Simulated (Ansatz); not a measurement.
# Dielectric function and optical constants of CoSi2

What colour and refractive index does CoSi2 have at this level of theory? The cell comes from an older database entry, whose edges can differ from later determinations, mostly by under a per cent.

Program: Ansatz 0.2.0. Level of theory: DFT, PBE, plane-wave PAW, default files, scalar-relativistic, independent-particle optical response without local fields. Values are calculated unless marked as measured.

The database entry behind the starting cell differs from other determinations of this structure, so it need not match the best structure at room temperature.

**1. Starting point**

Symmetry: Fm-3m, No. 225, cubic system. The conventional cell has a = 5.356 Å, b = 5.356 Å, c = 5.356 Å, α = 90.00°, β = 90.00°, γ = 90.00°. Nearest to Co lie 8 Si at 2.32 Å. Nearest to Si lie 4 Co at 2.32 Å. Farther neighbours, and contacts between anions beyond the nearest, are not listed.

**2. Ground state and bands**

The self-consistent density comes first; it also tells whether there is a gap, which decides the occupations and the need for a Drude term.

This step: DFT, PBE, plane-wave PAW, default files, scalar-relativistic, ground state (Ansatz 0.2.0).

input.yaml reads:

```yaml
crystal:
  lattice:
    - [0.0, 2.678, 2.678]
    - [2.678, 0.0, 2.678]
    - [2.678, 2.678, 0.0]
  atoms:
    - { symbol: Co, position: [0.0, 0.0, 0.0] }
    - { symbol: Si, position: [0.75, 0.75, 0.75] }
    - { symbol: Si, position: [0.25, 0.25, 0.25] }
kpoints:
  mp_grid: { grid: [7, 7, 7] }
  band_path:
    path:
      - [[0.0, 0.0, 0.0], [0.5, 0.0, 0.5], [0.5, 0.25, 0.75], [0.375, 0.375, 0.75], [0.0, 0.0, 0.0], [0.5, 0.5, 0.5], [0.625, 0.25, 0.625], [0.5, 0.25, 0.75], [0.5, 0.5, 0.5], [0.375, 0.375, 0.75]]
      - [[0.625, 0.25, 0.625], [0.5, 0.0, 0.5]]
    npoints: 6
scf:
  occupations: { method: fermi_dirac, width: 0.05 }
  n_extra_bands: 7
hamiltonian:
  xc: pbe
  pseudopotentials: { kind: paw }
output:
  forces: true
  stress: true
  populations: true
  write_bands: true
  write_density: true
  write_potential: true
  elf: true
  volumetric_format: npy
```

Launch:

```bash
> ansatz run input.yaml --threads 4 --pin off --max-ram 8192MiB --backend cpu --events-out ev --progress --plain --runs-dir out
```

Log:

```text
scf.n_extra_bands = 7 over 13 filled bands (N_el = 25.0): the run solves 20 bands
Engine: ansatz 0.2.0, x86_64-unknown-linux-gnu
Pseudopotentials: kind: paw
Pseudopotential: Co, paw, valence charge 17, recommended cutoff 420 eV (normal), Co.paw.azcp
Pseudopotential: Si, paw, valence charge 4, recommended cutoff 420 eV (normal), Si.paw.azcp
Functional definition: PBE
  parameter kappa = 0.804
  parameter beta = 0.066725
  exchange = pbe_x(kappa = kappa, mu = beta*pi^2/3)
  correlation = pbe_c(beta = beta)
Crystal: 3 atoms, lattice volume = 38.412 Å³
Basis set: ecut = 420 eV, 749 PW (Γ), exchange–correlation on 54×54×54 points (8 copies of the dense FFT grid, shifted against one another)
Bands: 20, of which v1, the nominal top of the filled ones, is band 13 counted from 1 (12 counted from 0)
Symmetry: 48 space group operations
Space group: Fm-3m (ITA 225), of the structure as read, at distance tolerance 3.4e-5 Å
k-points: 20 of 343
Non-local potential: Co, projectors of the file, l = 0: 3, l = 1: 2, l = 2: 3, l = 3: 1
Non-local potential: Si, projectors of the file, l = 0: 2, l = 1: 2, l = 2: 2
PAW form: soft (Blöchl's): semilocal exchange-correlation on the pseudo side does not see the compensation charge
PAW one-centre angular grid: Co, 590 points (default); XC on 64 Gauss nodes
PAW one-centre angular grid: Si, 110 points (default); XC on 64 Gauss nodes
Initial density: superposition of atomic densities (neutral atoms: chi_scale 0, normalization atom), corrected by the library's trained network
Initial wavefunctions: pseudopotential atomic-orbital guess
Functional: x = pbe(κ = 0.804, μ = 0.219515), c = pbe(β = 0.066725)
SCF iter   1: F=—  HF=-6399.189787 eV  |F-HF|=—  |Δ(HF+E_count)|=         —  Δρ=8.35e-3  dr2=2.47e-2  ethr=1.77e-3  ⟨swp⟩=5.3  Hψ=2056  notcnv=0  defer=3
preconditioner: auto → none  [insulator: Δε(μ)=0.264 eV  Ē_g=10.135 eV  σ=0.050 eV  W_gap=0.75  n_scr=14 (ndim 8)  ℏωp=24.7 eV  f_vac=0.002  D(μ)=1.03/eV (n_scr^D=8)  ε∞_Penn≈6.9]
SCF iter   2: F=—  HF=-6399.188092 eV  |F-HF|=—  |Δ(HF+E_count)|=   1.70e-3  Δρ=3.72e-3  dr2=5.15e-3  ethr=9.89e-5  ⟨swp⟩=1.1  Hψ=562  notcnv=0  defer=17
SCF iter   3: F=—  HF=-6399.187836 eV  |F-HF|=—  |Δ(HF+E_count)|=   2.56e-4  Δρ=5.16e-4  dr2=5.91e-5  ethr=2.06e-5  ⟨swp⟩=1.3  Hψ=387  notcnv=0  defer=17
SCF iter   4: F=—  HF=-6399.187835 eV  |F-HF|=—  |Δ(HF+E_count)|=   1.61e-6  Δρ=3.68e-4  dr2=3.11e-5  ethr=2.36e-7  ⟨swp⟩=2.1  Hψ=522  notcnv=0  defer=17
SCF iter   5: F=—  HF=-6399.187832 eV  |F-HF|=—  |Δ(HF+E_count)|=   2.80e-6  Δρ=1.50e-4  dr2=5.57e-6  ethr=1.25e-7  ⟨swp⟩=1.0  Hψ=358  notcnv=0  defer=17
SCF iter   6: F=—  HF=-6399.187831 eV  |F-HF|=—  |Δ(HF+E_count)|=   3.89e-7  Δρ=4.75e-5  dr2=5.49e-7  ethr=2.23e-8  ⟨swp⟩=1.1  Hψ=363  notcnv=0  defer=17
SCF iter   7: F=-6399.187831 eV  HF=-6399.187831 eV  |F-HF|=2.62e-9  |Δ(HF+E_count)|=   2.19e-8  Δρ=3.71e-6  dr2=3.43e-9  ethr=4.00e-10  ⟨swp⟩=12.0  Hψ=2517  notcnv=0
SCF 1 converged in 7 iterations: F = -6399.187831 eV  dr2 = 3.43e-9
  greatest PAW one-centre occupation: 1.000 electrons in one spin orbital (limit 2), on the Co atom at site 0 (counted from 0), in its partial waves of l = 0
NSCF: frozen V_eff on 62 k-points
SCF converged after 7 iterations
Free energy (F): -6399.187831 eV
Harris-Foulkes:  -6399.187831 eV  (|F-HF|=2.62e-9)
Internal energy: -6399.179214 eV  (E = F + TS)
E sigma→0 (E₀):  -6399.183523 eV
Entropy (-TS):   -0.008618 eV (-2.873 meV/atom)
Fermi energy:    12.903850 eV
--- Per-component energies (eV) ---
  E_band       = -284.432278
  E_kinetic    = 547.515890
  E_local      = -4095.691608  (includes V_loc(G=0)·N_el)
  E_nonlocal   = 501.079067
  E_hartree    = 1781.860204
  E_xc         = -274.116089
  E_vxc        = -305.278736  (∫ρ·V_xc dr)
  E_paw        = -2541.340394  (= ΣΔE_a)
  E_vpaw       = -495.782260  (= ΣTr[D̂ρ^β])
  E_aug_tail   = 0.000153  (compensation charges beyond the density's cutoff)
  E_ewald      = -2318.486437
  E_smearing   = -0.008618  (= −TS)
  E_closure    = -0.000000  (closes the sum)
  Σ components = -6399.187831   (vs F -6399.187831, Δ=0.00e0)
--- Forces (eV/Å), atoms counted from 1 ---
  atom   1  Co    -0.00000000     0.00000000    -0.00000000
  atom   2  Si    -0.00000000    -0.00000000     0.00000000
  atom   3  Si    -0.00000000     0.00000000    -0.00000000
  max |Σ_I F_I| component: 6.48e-17 eV/Å
--- Stress (GPa, compression-positive) ---
        0.368541      -0.000000      -0.000000
        0.000000       0.368541      -0.000000
       -0.000000       0.000000       0.368541
  P = ⅓ Tr σ = 0.3685 GPa (3.685 kbar)
--- Band table (eV; the first three rows and the last of 20) ---
  k-point 0: bands = [... 9 lower, 10.9667, 13.6433, 16.3080, 16.3080, 16.3080, 16.3110, 16.3110, 16.3110, ... 3 higher]
  k-point 1: bands = [... 9 lower, 10.8854, 13.3548, 14.5840, 15.0356, 15.0356, 17.3030, 17.3030, 18.0481, ... 3 higher]
  k-point 2: bands = [... 9 lower, 10.8363, 11.6553, 13.7498, 13.7498, 15.3223, 16.6590, 16.6590, 17.3537, ... 3 higher]
  k-point 19: bands = [... 9 lower, 10.5609, 11.0707, 11.5120, 12.1739, 15.6659, 17.2225, 18.7286, 20.1823, ... 3 higher]
--- Löwdin populations: 3 sites ---
  site symbol       q [e]
     0     Co     16.7161
     1     Si      3.9717
     2     Si      3.9717
  spilling = 0.013617 (of n_electrons = 25.000000)
```

Run time: 1.8 s. Hardware: 4 threads of Intel Xeon Platinum 8375C at 2.90GHz (Ice Lake), shared host; peak memory 0.37 GiB; 3 s of CPU time.

Reading the cycles: dr2 is the Hartree energy of the density residual (eV), the measure of convergence; HF is the Harris–Foulkes estimate of the energy, which meets the free energy F at convergence.

This run has no spin polarisation, although Co can carry a moment.

Read-outs:

```
free energy         : -6399.1878 eV
Fermi energy        : 12.90 eV
electrons           : 25
symmetry operations : 48
pressure            : 0.3685 GPa
volume              : 38.41 Å³
gap on the path     : 0 eV
```

There are states at the Fermi level within the smearing, so the occupations stay smeared and the carriers get a Drude term. The cell is left with a pressure of 0.4 GPa, as it stands unrelaxed at this level.

The electronic bands at the labelled points (eV, zero at the Fermi level; # counts the bands kept):

```
    point     #6     #7     #8     #9   #10   #11   #12   #13
        Γ  -1.94   0.74   3.40   3.40  3.40  3.41  3.41  3.41
  halfway  -1.66  -0.34  -0.34  -0.28  1.39  3.23  6.15  6.96
        X  -1.98  -1.98  -1.95  -1.36  1.57  2.91  8.52  9.56
  halfway  -2.04  -1.98  -1.53  -1.05  2.04  3.74  6.15  9.51
        W  -2.33  -1.98  -1.48  -0.71  3.62  3.62  5.81  6.59
  halfway  -2.25  -1.87  -1.41  -0.80  2.49  4.83  5.17  7.95
        K  -2.26  -1.79  -1.25  -1.00  1.96  4.94  5.82  7.58
  halfway  -1.80  -1.49  -0.50   1.25  3.07  3.46  3.76  5.94
        Γ  -1.94   0.74   3.40   3.40  3.40  3.41  3.41  3.41
  halfway  -2.08  -0.89   1.17   1.17  2.24  3.90  3.90  4.58
        L  -1.66  -1.66  -0.51  -0.51  2.67  3.40  3.40  4.33
  halfway  -2.03  -1.76  -0.93  -0.65  2.16  4.31  5.24  6.64
        U  -2.26  -1.79  -1.25  -1.00  1.96  4.94  5.82  7.58
  halfway  -2.25  -1.87  -1.41  -0.80  2.49  4.83  5.17  7.95
        W  -2.33  -1.98  -1.48  -0.71  3.62  3.62  5.81  6.59
  halfway  -2.06  -1.79  -1.04  -0.63  2.58  3.62  6.39  6.95
        L  -1.66  -1.66  -0.51  -0.51  2.67  3.40  3.40  4.33
  halfway  -2.03  -1.76  -0.93  -0.65  2.16  4.31  5.24  6.64
        K  -2.26  -1.79  -1.25  -1.00  1.96  4.94  5.82  7.58
jump to U  -2.26  -1.79  -1.25  -1.00  1.96  4.94  5.82  7.58
  halfway  -2.05  -1.94  -1.55  -1.27  1.74  3.37  7.18  8.91
        X  -1.98  -1.98  -1.95  -1.36  1.57  2.91  8.52  9.56
```

Electrostatic potential energy in the ac plane of a cell with a along [110], b along [-110] and c along [001] of the cube at fractional y = 0.000, with atoms of Co and Si within 0.2 Å of it. With pseudopotentials it is smooth inside the atoms' cores, unlike the true potential.

Ten even steps from '0' (-52 eV) to '9' (16 eV), each cell a mean:
```
027988897201489889841
468864688645787557875
898620268988974114898
998510158999973003799
999732379999985225899
999877789999998778999
999999999999999999999
999988899999999889999
999864689999987557999
998620268999974114899
998510158999973003799
788732378877885225887
247877787423688778863
016999996100489999840
```

ELF in the ac plane of a cell with a along [110], b along [-110] and c along [001] of the cube at fractional y = 0.000, with atoms of Co and Si within 0.2 Å of it. It is the smooth field of the valence electrons, not physical close to the nuclei.

Ten even steps from '_' (0.02) to '@' (0.93), each cell a mean:
```
%%++::==**##**==::++%%##----**####**----##
--::--##**++****--::--::::++##++++##++::--
::--**##==--==**++--::::==##++----++**==::
::--++==::--::++++--::--==++----::--++==--
..::----------==--::....--==--------==::..
____::==++**++==::______..--++****++--..__
____..--******--..________::++****==::____
____..==**##**--..________::++****++::____
__..::==++++====::..____..--==++++==--..__
::--====::::::====--::::--==--::::--==--::
::==**++------****--::--++**==----==**++--
::::++##++--++##++::::::--****====****--::
**----**##**##**::--**++::==******##==::==
@@**::==**##**==::**@@%%--::++****++::--%%
```

**3. Spectrum**

With the density converged, the vertical transitions are summed over the zone.

This step: DFT, PBE, plane-wave PAW, default files, scalar-relativistic, independent-particle optical response without local fields (Ansatz 0.2.0).

input.yaml, the sections that differ from step 2:

```yaml
kpoints:
  mp_grid: { grid: [10, 10, 10] }
scf:
  occupations: { method: fermi_dirac, width: 0.05 }
output:
  optics:
    e_range: [0, 20]
    de: 0.05
    sigma: 0.15
    drude_damping: 0.1
    nscf_kmesh: { grid: [12, 12, 12] }
    bands: { spectra_wanted_up_to: 20 }
# crystal, hamiltonian: as in step 2
```

Log:

```text
[...]
Crystal: 3 atoms, lattice volume = 38.412 Å³
Basis set: ecut = 420 eV, 749 PW (Γ)
Bands: 17, of which v1, the nominal top of the filled ones, is band 13 counted from 1 (12 counted from 0)
[... 1 set-up line as in the run before ...]
[...]
k-points: 47 of 1000
[...]
SCF iter   1: F=—  HF=-6399.181184 eV  |F-HF|=—  |Δ(HF+E_count)|=         —  Δρ=6.97e-3  dr2=1.82e-2  ethr=1.77e-3  ⟨swp⟩=5.5  Hψ=4179  notcnv=0
[...]
SCF iter  11: F=-6399.180029 eV  HF=-6399.180029 eV  |F-HF|=9.09e-13  |Δ(HF+E_count)|=  2.73e-12  Δρ=3.13e-8  dr2=2.24e-13  ethr=1.00e-12  ⟨swp⟩=2.4  Hψ=1634  notcnv=0
SCF 1 converged in 11 iterations: F = -6399.180029 eV  dr2 = 2.24e-13
[...]
NSCF: frozen V_eff on 72 k-points
output.optics: what the bands over the 35 summed would add to eps1, eps2 and the energy-loss function is held between a lower and an upper bound (10 Lanczos steps). eps1, eps2 and their loss function (loss_summed_bands) are given on every row as the summed bands alone make them. Along an axis, on a row where the two bounds hold the loss function to about 1 % of the greater of itself and 0.5 % of |1/eps|, its cell (loss_completed) is given, with the completed eps1 and eps2 that it is formed of (a cell that is left empty reads nan in the table and null in the record). The two bounds hold it so along every axis on all 400 rows up to 20.000 eV. [rest of the remark cut]
SCF converged after 11 iterations
Free energy (F): -6399.180029 eV
[...]
Internal energy: -6399.172730 eV  (E = F + TS)
E sigma→0 (E₀):  -6399.176379 eV
Entropy (-TS):   -0.007299 eV (-2.433 meV/atom)
Fermi energy:    12.880119 eV
[...]
--- Band table (eV; the first three rows and the last of 47) ---
  k-point 0: bands = [... 9 lower, 10.9765, 13.6417, 16.3085, 16.3085, 16.3085, 16.3177, 16.3177, 16.3177]
  k-point 1: bands = [... 9 lower, 10.9318, 13.7042, 14.7037, 15.4162, 15.4162, 17.2101, 17.2101, 18.1166]
  k-point 2: bands = [... 9 lower, 10.8496, 12.6202, 14.5291, 14.5291, 14.8572, 17.0504, 17.0504, 17.7298]
  k-point 46: bands = [... 9 lower, 10.7429, 10.9327, 11.4278, 12.1508, 15.7519, 17.4520, 17.9097, 20.4507]
```

It took 8.8 s on 4 threads; peak memory 1 GiB; 32 s of CPU time.

Read from the output:

```
main peak of the optical conductivity above 1 eV, first axis : 5.394 eV
Drude plasma energy, first axis                              : 6.337 eV
bands summed                                                 : 35
spectra valid up to                                          : 26.95 eV
program's estimate of the k-sum error in Im epsilon          : 0.2 %
electrons in the f-sum                                       : 13.13
```

The Im ε, any direction by photon energy; read off at these points:

```csv
photon energy (eV),"Im ε, any direction"
0.50,69.4
1.00,10.1
1.50,5.17
2.00,5.96
2.50,11.1
3.00,16.1
3.50,9.08
4.00,12.0
4.50,10.7
5.00,11.1
5.40,24.0
5.50,21.6
6.00,19.7
6.50,10.8
7.00,8.51
7.50,7.23
8.00,5.69
8.50,4.45
9.00,3.50
9.50,2.83
10.00,2.41
10.50,2.10
11.00,1.94
11.50,1.73
12.00,1.34
12.50,1.19
13.00,0.877
13.50,0.840
14.00,0.755
14.50,0.660
15.00,0.617
15.50,0.575
16.00,0.565
16.50,0.527
17.00,0.438
17.50,0.374
18.00,0.368
18.50,0.355
19.00,0.348
19.50,0.331
20.00,0.297
```

The Re ε, any direction by photon energy:

```
photon energy (eV)  Re ε, any direction
               0.5                 -132
               1.0                -35.3
               1.5                -5.27
               2.0                 4.93
               2.5                 10.6
               3.0                 3.02
               3.5                 5.42
               4.0                 7.10
               4.5                 5.15
               5.0                 9.17
               5.5               -0.296
               6.0                -4.17
               6.5                -8.03
               7.0                -6.19
               7.5                -5.70
               8.0                -5.62
               8.5                -5.08
               9.0                -4.51
               9.5                -3.80
              10.0                -3.30
              10.5                -2.87
              11.0                -2.56
              11.5                -2.40
              12.0                -2.21
              12.5                -1.91
              13.0                -1.69
              13.5                -1.37
              14.0                -1.22
              14.5                -1.03
              15.0               -0.864
              15.5               -0.728
              16.0               -0.624
              16.5               -0.551
              17.0               -0.499
              17.5               -0.366
              18.0               -0.256
              18.5               -0.166
              19.0               -0.112
              19.5              -0.0787
              20.0              0.00817
```

The reflectivity at normal incidence, any direction has structure finer than the step of the table below, so its rows give means over 0.5 eV. Peaks (eV: height): 3.00: 47.2, 6.40: 64.0.

Table of reflectivity at normal incidence, any direction by photon energy; means over each step:

photon energy (eV), reflectivity at normal incidence, any direction (%) and a bar from the least value:
```
      1.0       90.6 ##############################
      1.5       59.7 ###############
      2.0       28.5 
      2.5       38.4 #####
      3.0       44.8 ########
      3.5       35.1 ###
      4.0       39.0 #####
      4.5       38.2 #####
      5.0       40.5 ######
      5.5       53.2 ############
      6.0       57.5 ##############
      6.5       62.2 ################
      7.0       59.2 ###############
      7.5       58.9 ###############
      8.0       60.7 ################
      8.5       61.6 ################
      9.0       62.3 ################
      9.5       61.5 ################
     10.0       60.4 ###############
     10.5       59.0 ###############
     11.0       57.5 ##############
     11.5       58.2 ##############
     12.0       60.8 ################
     12.5       60.2 ###############
     13.0       62.5 ################
     13.5       58.5 ###############
     14.0       57.6 ##############
     14.5       56.3 #############
     15.0       53.3 ############
     15.5       50.5 ###########
     16.0       47.4 #########
     16.5       46.2 #########
     17.0       48.3 ##########
     17.5       46.0 ########
     18.0       40.3 ######
     18.5       35.1 ###
     19.0       31.2 #
     19.5       29.5
```

Values under 1 per cm are given as 1. Table of absorption coefficient, any direction by photon energy:

| photon energy (eV) | absorption coefficient, any direction (1/cm) |
| --- | --- |
| 1.00 | 6.1e5 |
| 2.00 | 2.4e5 |
| 3.00 | 7.8e5 |
| 4.00 | 7.5e5 |
| 5.00 | 8.2e5 |
| 6.00 | 2.1e6 |
| 7.00 | 2.1e6 |
| 8.00 | 2.1e6 |
| 9.00 | 2.1e6 |
| 10.00 | 1.9e6 |
| 11.00 | 1.9e6 |
| 12.00 | 1.9e6 |
| 13.00 | 1.8e6 |
| 14.00 | 1.6e6 |
| 15.00 | 1.5e6 |
| 16.00 | 1.4e6 |
| 17.00 | 1.3e6 |
| 18.00 | 1.1e6 |
| 19.00 | 9.4e5 |
| 20.00 | 7.7e5 |

The loss function −Im 1/ε at q → 0, any direction by energy loss; read off at these points:

energy loss (eV), loss function −Im 1/ε at q → 0, any direction and a bar:
```
      0.5       0.00 
      1.0       0.01 
      1.5       0.09 #
      2.0       0.10 #
      2.5       0.05 
      3.0       0.06 #
      3.5       0.08 #
      4.0       0.06 #
      4.5       0.08 #
      5.0       0.05 
      5.5       0.05 
      6.0       0.05 
      6.5       0.06 #
      7.0       0.08 #
      7.5       0.09 #
      8.0       0.09 #
      8.5       0.10 #
      9.0       0.11 #
      9.5       0.13 #
     10.0       0.14 #
     10.5       0.17 #
     11.0       0.19 ##
     11.5       0.20 ##
     12.0       0.20 ##
     12.5       0.24 ##
     13.0       0.24 ##
     13.5       0.33 ###
     14.0       0.36 ###
     14.5       0.44 ####
     15.0       0.55 #####
     15.5       0.67 ######
     16.0       0.80 #######
     16.5       0.91 ########
     17.0       0.99 #########
     17.5       1.36 ############
     18.0       1.83 ################
     18.5       2.31 #####################
     19.0       2.61 #######################
     19.5       2.86 ##########################
     20.0       3.37 ##############################
```

At chosen wavelengths:

```
wavelength (nm)     n      k  R (%)     1/α
           1064  0.70  4.676   88.7   18 nm
            633  2.39  1.217   26.3   41 nm
            532  3.29  1.273   34.3   33 nm
            365  2.68  1.667   34.3   17 nm
            308  3.24  1.885   39.8   13 nm
            248  3.43  1.613   38.3   12 nm
            193  1.75  3.429   63.8  4.5 nm
```

A polished face would reflect 32 % of daylight and look faintly blue (CIE x = 0.277, y = 0.295 under D65).

**4. What came out**

| Item | Value |
| --- | --- |
| gap on the path | 0 eV |
| main peak of the optical conductivity above 1 eV, first axis | 5.39 eV |
| Drude plasma energy, first axis | 6.34 eV |

**Reading.** At this level (PBE, independent particles) CoSi2 is a metal with a Drude plasma energy of 6.3 eV; it reflects 32 % at 550 nm. Along x the bare Drude plasma energy is 6.3 eV; Re ε first rises through zero at 1.73 eV, far lower, because interband transitions screen the carriers. Im ε is 5.6 there, so the loss peak at that energy is weak. A polished face would reflect 32 % of daylight and look faintly blue (CIE x = 0.277, y = 0.295 under D65). In the base run ε includes the program's bounded estimate of what the bands above those summed add. The carriers' damping of 0.1 eV is typed, not computed; at 0.8 eV the carriers give 34 % of Im ε, the rest is interband. The run has no spin polarisation; magnetic order or correlation, untested here, could change the spectrum. The Fermi-Dirac width of 0.05 eV acts as an electron temperature of 580 K in the carriers' term.

[Long decimals in the printed logs are rounded to 6 places.]

[Logs are printed without paths, hosts, clocks, repeated set-up lines and the standing remarks that a program may print on its own settings, such as how far it seeks lower states.]

[Hosts, paths, dates, database ids (printed as entryN), source tags and the programs' standing remarks are cut or masked in the printed files.]

[Where the starting crystal was built by hand or by swapping elements, it need not be the compound's stable phase.]

[The count of steps not shown may lack steps that the program refused or didn't finish.]
